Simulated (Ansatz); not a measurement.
# SrNbO3 (cubic perovskite) (Pm-3m): how robust is the cRPA U?

What does U in SrNbO3 (cubic perovskite) (Pm-3m) depend on besides the window?

Main program and level: Ansatz 0.2.0; constrained RPA on LDA, plane waves, PAW.

This is a report of a sequence of runs, with most program output left out.

**1. The structure**

The structure is cubic, space group Pm-3m (No. 221). Conventional cell: a = 3.985 Å, b = 3.985 Å, c = 3.985 Å, α = 90.00°, β = 90.00°, γ = 90.00°. Sr has 12 O at 2.82 Å nearest. Nearest to Nb lie 6 O at 1.99 Å. O has 2 Nb at 1.99 Å and 4 Sr at 2.82 Å nearest. Farther neighbours and most contacts between anions are not listed.

The structure was relaxed with LDA. The structure type comes from a generator and need not be one that this composition takes. The structure was generated from a model, not taken from a measurement. The runs that relaxed it are not among those shown. The program's search for lower electronic states was switched off, so nothing shows that the state found is the lowest. The default PAW set here is soft_2. Its files were made with PBE.

**2. Base: Nb t2g, bands v1 to c2, 6×6×6 mesh, medium accuracy**

Constrained RPA screens the interaction with every transition except those inside the target bands, which a later many-body model would treat itself.

Contents of input.yaml:

```yaml
crystal:
  lattice:
    - [0.0, -3.98521224, 0.0]
    - [0.0, 0.0, 3.98521224]
    - [-3.98521224, 0.0, 0.0]
  atoms:
    - { symbol: Sr, position: [0.0, 0.0, 0.0] }
    - { symbol: Nb, position: [0.5, 0.5, 0.5] }
    - { symbol: O, position: [0.5, 0.5, 0.0] }
    - { symbol: O, position: [0.5, 0.0, 0.5] }
    - { symbol: O, position: [0.0, 0.5, 0.5] }
kpoints:
  mp_grid: { grid: [6, 6, 6] }
hamiltonian:
  xc: lda
scf:
  occupations: { method: gaussian, width: 0.08 }
  n_extra_bands: 19
  max_iter: 150
  lower_state_search: "off"
output:
  crpa:
    kmesh: [6, 6, 6]
    target_bands: [v1, c2]
    projections: [{ species: Nb, l: d, shell: 4, orbitals: [dxz, dyz, dxy] }]
  local_orbitals:
    kmesh: [6, 6, 6]
    orbitals: [{ species: Nb, l: d, shell: 4, orbitals: [dxz, dyz, dxy] }]
    window: { bands: [v1, c2] }
    seedname: lo
```

The run is started by

```bash
$ ansatz run input.yaml --threads 4 --pin off --max-ram 14745MiB --backend cpu --events-out ev --progress --plain --runs-dir out
```

Elapsed: 2.2 min, on 4 threads of Arm Neoverse V1, shared host; peak memory 0.74 GiB; 8.2 min of CPU time.

This step gave:

| Property | Result |
| --- | --- |
| U | 2.924 eV |
| U prime (inter-orbital) | 2.390 eV |
| J | 0.2698 eV |
| bare V | 10.57 eV |
| bare J | 0.3732 eV |
| stated bound on U | 0.003609 eV |
| U over bare V | 0.2766 |
| electrons in the window | 1.0000 |
| head of the constrained inverse dielectric matrix | 0.2190 |
| least eigenvalue of the projection's overlap | 0.4906 |
| target functions | 3 |
| bands in the sums | 46 |
| r.m.s. miss of the model bands | 0.02312 eV |
| width of the target bands | 4.173 eV |
| weight of the projected orbitals in the window | 0.7050 |

On the Nb t2g shell, screening brings the on-site interaction from 10.6 eV down to U = 2.92 eV.

**3. Changed: 4×4×4 mesh**

input.yaml, the sections that differ from step 2:

```yaml
output:
  crpa:
    kmesh: [4, 4, 4]
    target_bands: [v1, c2]
    projections: [{ species: Nb, l: d, shell: 4, orbitals: [dxz, dyz, dxy] }]
# crystal, kpoints, hamiltonian, scf: as in step 2
```

The job ended after 24 s (4 threads; peak memory 0.53 GiB).

This step gave:

* U: 2.940 eV
* U prime (inter-orbital): 2.399 eV
* J: 0.2732 eV
* bare V: 10.70 eV
* bare J: 0.3778 eV
* stated bound on U: 0.003554 eV
* U over bare V: 0.2746
* electrons in the window: 1.000
* head of the constrained inverse dielectric matrix: 0.2131
* least eigenvalue of the projection's overlap: 0.4906
* target functions: 3
* bands in the sums: 46
* width of the target bands: 4.173 eV
* weight of the projected orbitals in the window: 0.7050

On the Nb t2g shell, screening brings the on-site interaction from 10.7 eV down to U = 2.94 eV.

**4. Changed: 2×2×2 mesh**

Changes to input.yaml since step 3:

```diff
@@ -22,3 +22,3 @@
   crpa:
-    kmesh: [4, 4, 4]
+    kmesh: [2, 2, 2]
     target_bands: [v1, c2]
```

Wall time 5 s (4 threads); peak memory 0.45 GiB.

Numbers from this step:

| Item | Value |
| --- | --- |
| U | 3.315 eV |
| U prime (inter-orbital) | 2.706 eV |
| J | 0.3056 eV |
| bare V | 11.72 eV |
| bare J | 0.4184 eV |
| stated bound on U | 0.004200 eV |
| U over bare V | 0.2828 |
| electrons in the window | 1.0000 |
| head of the constrained inverse dielectric matrix | 0.1925 |
| least eigenvalue of the projection's overlap | 0.4906 |
| target functions | 3 |
| bands in the sums | 46 |
| width of the target bands | 4.173 eV |
| weight of the projected orbitals in the window | 0.7050 |

On the Nb t2g shell, screening brings the on-site interaction from 11.7 eV down to U = 3.31 eV.

**5. Changed: sums over states on smooth products**

Changes to input.yaml since step 4:

```diff
@@ -22,4 +22,8 @@
   crpa:
-    kmesh: [2, 2, 2]
+    kmesh: [6, 6, 6]
     target_bands: [v1, c2]
     projections: [{ species: Nb, l: d, shell: 4, orbitals: [dxz, dyz, dxy] }]
+    accuracy: sum_over_states
+    pair_densities: pseudo
+    n_empty_bands: 42
+    ecut_chi: 136
```

Run time: 20 s. Hardware: 4 threads; peak memory 0.66 GiB; 74 s of CPU time.

This variant gives U = 3.02 eV against 2.92 eV. It is a finite sum over empty states with no bound on its error and stays out of the table below.

**6. Changed: accuracy low**

Changes to input.yaml since step 5:

```diff
@@ -25,5 +25,2 @@
     projections: [{ species: Nb, l: d, shell: 4, orbitals: [dxz, dyz, dxy] }]
-    accuracy: sum_over_states
-    pair_densities: pseudo
-    n_empty_bands: 42
-    ecut_chi: 136
+    accuracy: low
```

It took 63 s on 4 threads; peak memory 0.68 GiB.

Numbers from this step:

| Property | Result |
| --- | --- |
| U | 2.914 eV |
| U prime (inter-orbital) | 2.381 eV |
| J | 0.2688 eV |
| bare V | 10.57 eV |
| bare J | 0.3732 eV |
| stated bound on U | 0.04546 eV |
| U over bare V | 0.2756 |
| electrons in the window | 1.0000 |
| head of the constrained inverse dielectric matrix | 0.2189 |
| least eigenvalue of the projection's overlap | 0.4906 |
| target functions | 3 |
| bands in the sums | 46 |
| width of the target bands | 4.173 eV |
| weight of the projected orbitals in the window | 0.7050 |

On the Nb t2g shell, screening brings the on-site interaction from 10.6 eV down to U = 2.91 eV.

**7. Changed: more bands than orbitals**

Changes to input.yaml since step 6:

```diff
@@ -23,4 +23,3 @@
     kmesh: [6, 6, 6]
-    target_bands: [v1, c2]
+    target_bands: [v1, c3]
     projections: [{ species: Nb, l: d, shell: 4, orbitals: [dxz, dyz, dxy] }]
-    accuracy: low
```

It took 0.11 s on 4 threads; peak memory 0.09 GiB.

The input was rejected at the start.

The program's message: “Error: invalid value for `output.crpa.projections`: 3 orbital(s) selected but the target window spans 4 band(s); name one orbital per band of it”

The fault put into this input: more bands than orbitals.

**8. Changed: volume +6 %**

The cell differs from the one that the last finished run ended in (a 3.985 → 4.063 Å, b 3.985 → 4.063 Å, c 3.985 → 4.063 Å).

input.yaml, the sections that differ from step 7:

```yaml
crystal:
  lattice:
    - [0.0, -4.0633735, 0.0]
    - [0.0, 0.0, 4.0633735]
    - [-4.0633735, 0.0, 0.0]
  atoms:
    - { symbol: Sr, position: [0.0, 0.0, 0.0] }
    - { symbol: Nb, position: [0.5, 0.5, 0.5] }
    - { symbol: O, position: [0.5, 0.5, 0.0] }
    - { symbol: O, position: [0.5, 0.0, 0.5] }
    - { symbol: O, position: [0.0, 0.5, 0.5] }
output:
  crpa:
    kmesh: [6, 6, 6]
    target_bands: [v1, c2]
    projections: [{ species: Nb, l: d, shell: 4, orbitals: [dxz, dyz, dxy] }]
  local_orbitals:
    kmesh: [6, 6, 6]
    orbitals: [{ species: Nb, l: d, shell: 4, orbitals: [dxz, dyz, dxy] }]
    window: { bands: [v1, c2] }
    seedname: lo
# kpoints, hamiltonian, scf: as in step 7
```

Elapsed: 2.8 min, on 4 threads; peak memory 0.76 GiB; 11 min of CPU time.

This step gave:

* U: 2.966 eV
* U prime (inter-orbital): 2.411 eV
* J: 0.2777 eV
* bare V: 10.78 eV
* bare J: 0.3842 eV
* stated bound on U: 0.003784 eV
* U over bare V: 0.2751
* electrons in the window: 1.0000
* head of the constrained inverse dielectric matrix: 0.2192
* least eigenvalue of the projection's overlap: 0.5337
* target functions: 3
* bands in the sums: 46
* r.m.s. miss of the model bands: 0.01231 eV
* width of the target bands: 3.791 eV
* weight of the projected orbitals in the window: 0.7206

On the Nb t2g shell, screening brings the on-site interaction from 10.8 eV down to U = 2.97 eV.

**9. Changed: potentials**

input.yaml, the sections that differ from step 8:

```yaml
crystal:
  lattice:
    - [0.0, -3.98521224, 0.0]
    - [0.0, 0.0, 3.98521224]
    - [-3.98521224, 0.0, 0.0]
  atoms:
    - { symbol: Sr, position: [0.0, 0.0, 0.0] }
    - { symbol: Nb, position: [0.5, 0.5, 0.5] }
    - { symbol: O, position: [0.5, 0.5, 0.0] }
    - { symbol: O, position: [0.5, 0.0, 0.5] }
    - { symbol: O, position: [0.0, 0.5, 0.5] }
hamiltonian:
  xc: lda
  pseudopotentials: { kind: paw, source: ansatz }
output:
  crpa:
    kmesh: [6, 6, 6]
    target_bands: [v1, c2]
    projections: [{ species: Nb, l: d, shell: 4, orbitals: [dxz, dyz, dxy] }]
# kpoints, scf: as in step 8
```

Wall time 7.2 min (4 threads); peak memory 1.5 GiB; 28 min of CPU time.

Numbers from this step:

| Item | Value |
| --- | --- |
| U | 2.921 eV |
| U prime (inter-orbital) | 2.389 eV |
| J | 0.2694 eV |
| bare V | 10.56 eV |
| bare J | 0.3732 eV |
| stated bound on U | 0.003498 eV |
| U over bare V | 0.2765 |
| electrons in the window | 1.0000 |
| head of the constrained inverse dielectric matrix | 0.2190 |
| least eigenvalue of the projection's overlap | 0.4929 |
| target functions | 3 |
| bands in the sums | 46 |
| width of the target bands | 4.186 eV |
| weight of the projected orbitals in the window | 0.7051 |

On the Nb t2g shell, screening brings the on-site interaction from 10.6 eV down to U = 2.92 eV.

**10. Changed: volume +3 %**

The cell differs from the one that the last finished run ended in (a 3.985 → 4.025 Å, b 3.985 → 4.025 Å, c 3.985 → 4.025 Å).

Changes to input.yaml since step 9:

```diff
@@ -2,5 +2,5 @@
   lattice:
-    - [0.0, -3.98521224, 0.0]
-    - [0.0, 0.0, 3.98521224]
-    - [-3.98521224, 0.0, 0.0]
+    - [0.0, -4.0246723532, 0.0]
+    - [0.0, 0.0, 4.0246723532]
+    - [-4.0246723532, 0.0, 0.0]
   atoms:
@@ -15,3 +15,2 @@
   xc: lda
-  pseudopotentials: { kind: paw, source: ansatz }
 scf:
@@ -26 +25,6 @@
     projections: [{ species: Nb, l: d, shell: 4, orbitals: [dxz, dyz, dxy] }]
+  local_orbitals:
+    kmesh: [6, 6, 6]
+    orbitals: [{ species: Nb, l: d, shell: 4, orbitals: [dxz, dyz, dxy] }]
+    window: { bands: [v1, c2] }
+    seedname: lo
```

The job ended after 2.2 min (4 threads; peak memory 0.75 GiB; 8.3 min of CPU time).

Numbers from this step:

```
U                                                 : 2.949 eV
U prime (inter-orbital)                           : 2.403 eV
J                                                 : 0.2740 eV
bare V                                            : 10.68 eV
bare J                                            : 0.3790 eV
stated bound on U                                 : 0.003740 eV
U over bare V                                     : 0.2760
electrons in the window                           : 1.0000
head of the constrained inverse dielectric matrix : 0.2193
least eigenvalue of the projection's overlap      : 0.5134
target functions                                  : 3
bands in the sums                                 : 46
r.m.s. miss of the model bands                    : 0.01661 eV
width of the target bands                         : 3.974 eV
weight of the projected orbitals in the window    : 0.7136
```

On the Nb t2g shell, screening brings the on-site interaction from 10.7 eV down to U = 2.95 eV.

**11. Changed: potentials**

This step: constrained RPA on LDA, plane waves, norm-conserving pseudopotentials.

input.yaml, the sections that differ from step 10:

```yaml
crystal:
  lattice:
    - [0.0, -3.98521224, 0.0]
    - [0.0, 0.0, 3.98521224]
    - [-3.98521224, 0.0, 0.0]
  atoms:
    - { symbol: Sr, position: [0.0, 0.0, 0.0] }
    - { symbol: Nb, position: [0.5, 0.5, 0.5] }
    - { symbol: O, position: [0.5, 0.5, 0.0] }
    - { symbol: O, position: [0.5, 0.0, 0.5] }
    - { symbol: O, position: [0.0, 0.5, 0.5] }
hamiltonian:
  xc: lda
  pseudopotentials: { kind: nc }
output:
  crpa:
    kmesh: [6, 6, 6]
    target_bands: [v1, c2]
    projections: [{ species: Nb, l: d, shell: 4, orbitals: [dxz, dyz, dxy] }]
# kpoints, scf: as in step 10
```

The job ended after 10 min (4 threads; peak memory 1.8 GiB; 39 min of CPU time).

This step gave:

```yaml
u: 2.938 eV
u_prime_inter_orbital: 2.404 eV
j: 0.2704 eV
bare_v: 10.59 eV
bare_j: 0.3744 eV
stated_bound_on_u: 0.004101 eV
u_over_bare_v: 0.2774
electrons_in_the_window: 1.0000
head_of_the_constrained_inverse_dielectric_matrix: 0.2200
least_eigenvalue_of_the_projection_s_overlap: 0.4944
target_functions: 3
bands_in_the_sums: 46
width_of_the_target_bands: 4.173 eV
weight_of_the_projected_orbitals_in_the_window: 0.7067
```

On the Nb t2g shell, screening brings the on-site interaction from 10.6 eV down to U = 2.94 eV.

**12. Side by side**

Times are wall times on 4 threads of Arm Neoverse V1, shared host, good to a factor of about two.

| run | bare V (eV) | U (eV) | J (eV) | bound on U (eV) | width (eV) | time |
| --- | --- | --- | --- | --- | --- | --- |
| target window | 10.57 | 2.924 | 0.270 | 0.0036 | 4.17 | 2.2 min |
| 4×4×4 mesh | 10.70 | 2.940 | 0.273 | 0.0036 | 4.17 | 24 s |
| 2×2×2 mesh | 11.72 | 3.315 | 0.306 | 0.0042 | 4.17 | 5 s |
| accuracy low | 10.57 | 2.914 | 0.269 | 0.0455 | 4.17 | 63 s |
| volume +6 % | 10.78 | 2.966 | 0.278 | 0.0038 | 3.79 | 2.8 min |
| potentials | 10.56 | 2.921 | 0.269 | 0.0035 | 4.19 | 7.2 min |
| volume +3 % | 10.68 | 2.949 | 0.274 | 0.0037 | 3.97 | 2.2 min |
| potentials | 10.59 | 2.938 | 0.270 | 0.0041 | 4.17 | 10 min |

**13. Results**

| Property | Result |
| --- | --- |
| target window | U 2.92 eV, J 0.27 eV |
| 4×4×4 mesh | U 2.94 eV, J 0.27 eV |
| 2×2×2 mesh | U 3.31 eV, J 0.31 eV |
| accuracy low | U 2.91 eV, J 0.27 eV |
| volume +6 % | U 2.97 eV, J 0.28 eV |
| potentials | U 2.92 eV, J 0.27 eV |
| volume +3 % | U 2.95 eV, J 0.27 eV |
| potentials | U 2.94 eV, J 0.27 eV |

In words: 4×4×4 mesh moves U by +0.02 eV at 0.18 times the time. 2×2×2 mesh moves U by +0.39 eV at 0.038 times the time. Accuracy low moves U by −0.01 eV (within the solver's bounds, for the mean over orbitals) at 0.48 times the time. Volume +6 % moves U by +0.04 eV. Potentials moves U by −0.003 eV (within the solver's bounds, for the mean over orbitals) at 3.3 times the time. Volume +3 % moves U by +0.02 eV. Potentials moves U by +0.01 eV at 4.6 times the time. The printed bound covers the solver alone, not the mesh, and no denser mesh than the base was run. The parent state is non-magnetic and the interaction static (zero frequency); U depends on the window and the orbitals, so it belongs to this model alone.

[Paths, hosts, dates, memory and timing lines, banners, echoed tables and standing remarks are left out of the program output.]

[Logs are printed without paths, hosts, clocks, repeated set-up lines and the standing remarks that a program may print on its own settings, such as how far it seeks lower states.]

[Runs of the session that timed out or met a known fault of the program may be left out.]

[Hosts, paths, dates, database ids (printed as entryN), source tags and the programs' standing remarks are cut or masked in the printed files.]
